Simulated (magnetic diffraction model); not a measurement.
**CdCoMo₂O₈: what an assumed order does to the neutron pattern**

Space group C2/m (no. 12), a = 9.8660 Å, b = 9.0720 Å, c = 7.7150 Å, β = 114.11°.

| site | atom | x | y | z |
| --- | --- | --- | --- | --- |
| 4i | Cd | 0.8092 | 1/2 | 0.1589 |
| 4g | Mo | 0 | 0.7104 | 0 |
| 4i | Mo | 0.2190 | 1/2 | 0.3620 |
| 4h | Co | 0 | 0.3054 | 1/2 |
| 8j | O | 0.1541 | 0.1668 | 0.0763 |
| 8j | O | 0.3435 | 0.3499 | 0.4197 |
| 4i | O | 0.1469 | 1/2 | 0.0895 |
| 8j | O | 0.9955 | 0.6501 | 0.7618 |
| 4i | O | 0.8481 | 1/2 | 0.4334 |

This is a made-up structure (elements placed in a structure type, unrelaxed), so the numbers test the method and describe no known phase.

Only Co is taken to order (form factors of Co2+); orders and moment sizes are assumed, and not adapted to the symmetry. Radiation: neutrons of λ = 2.567 Å (absorption by Cd left out), 3° to 60°; isotropic B of 0.21 Å² (Cd), 0.23 Å² (Mo), 0.31 Å² (Co) and 0.34 Å² (O). The intensities are simulated: I ∝ L Σ (|F_N|² + |F_M⊥|²) for unpolarised neutrons, with F_M = 2.695 fm/μB × Σ f(s) S exp(2πi Q·r) exp(−B s²) at Q = H ± k (one set where k and −k are equivalent), only the part normal to Q counting and L = 1/(sin²θ cos θ). For collinear order S is the moment m, which repeats by lattice and centring translations R with the sign exp(−2πi k·R). Form factors are spin-only for 3d ions and dipole or tabulated for f ions, scattering lengths are Sears's of 1992, and absorption is left out. A label names one of the reflections at its angle. The strongest nuclear line in the range is 100, and lines under 0.2 are left out.

Assume the order k = (0 0 0), collinear moments along [110], 2.25 μB on Co; signs + at (0, 0.3054, 1/2), + at (0, 0.6946, 1/2).

Q: Where does magnetic intensity appear, and how strong is it?

```tsv
2θ (°)	index	nuclear	magnetic
21.00	(0 0 1)	4.0	13.7
23.17	(1 1 0)	100.0	1.4
26.45	(1 1 -1)	9.2	1.3
31.14	(2 0 -1)	12.9	2.8
32.87	(0 2 0)	1.0	1.6
33.12	(2 0 0)	0.2	2.8
35.86	(1 1 1)	0.2	0.8
39.34	(0 2 1)	17.4	2.7
42.14	(2 0 -2)	25.0	2.0
42.40	(1 1 -2)	62.2	0.6
42.76	(0 0 2)	20.5	2.8
45.91	(2 2 -1)	1.0	1.4
46.67	(2 0 1)	5.1	1.7
47.36	(2 2 0)	80.6	1.4
49.06	(3 1 -1)	0.0	0.2
53.20	(1 3 0)	3.5	1.3
53.54	(3 1 0)	0.9	0.2
54.32	(3 1 -2)	7.7	0.2
54.45	(2 2 -2)	4.3	1.1
54.90	(1 3 -1)	0.2	1.2
54.96	(0 2 2)	5.4	1.4
55.34	(1 1 2)	5.5	0.3
58.26	(2 2 1)	0.0	1.0
```

The strongest magnetic line in the range is (0 0 1) at 21.00° (13.7). On top of the Lorentz factor, which all lines share, magnetic lines fade with angle because f falls: for Co2+ it is 0.91, 0.71, 0.49 and 0.18 at sin θ/λ = 0.1, 0.2, 0.3 and 0.5 Å⁻¹, while nuclear lengths stay constant. The net moment is 4.50 μB a primitive cell.

[Logs are printed without paths, hosts, clocks, repeated set-up lines and the standing remarks that a program may print on its own settings, such as how far it seeks lower states.]
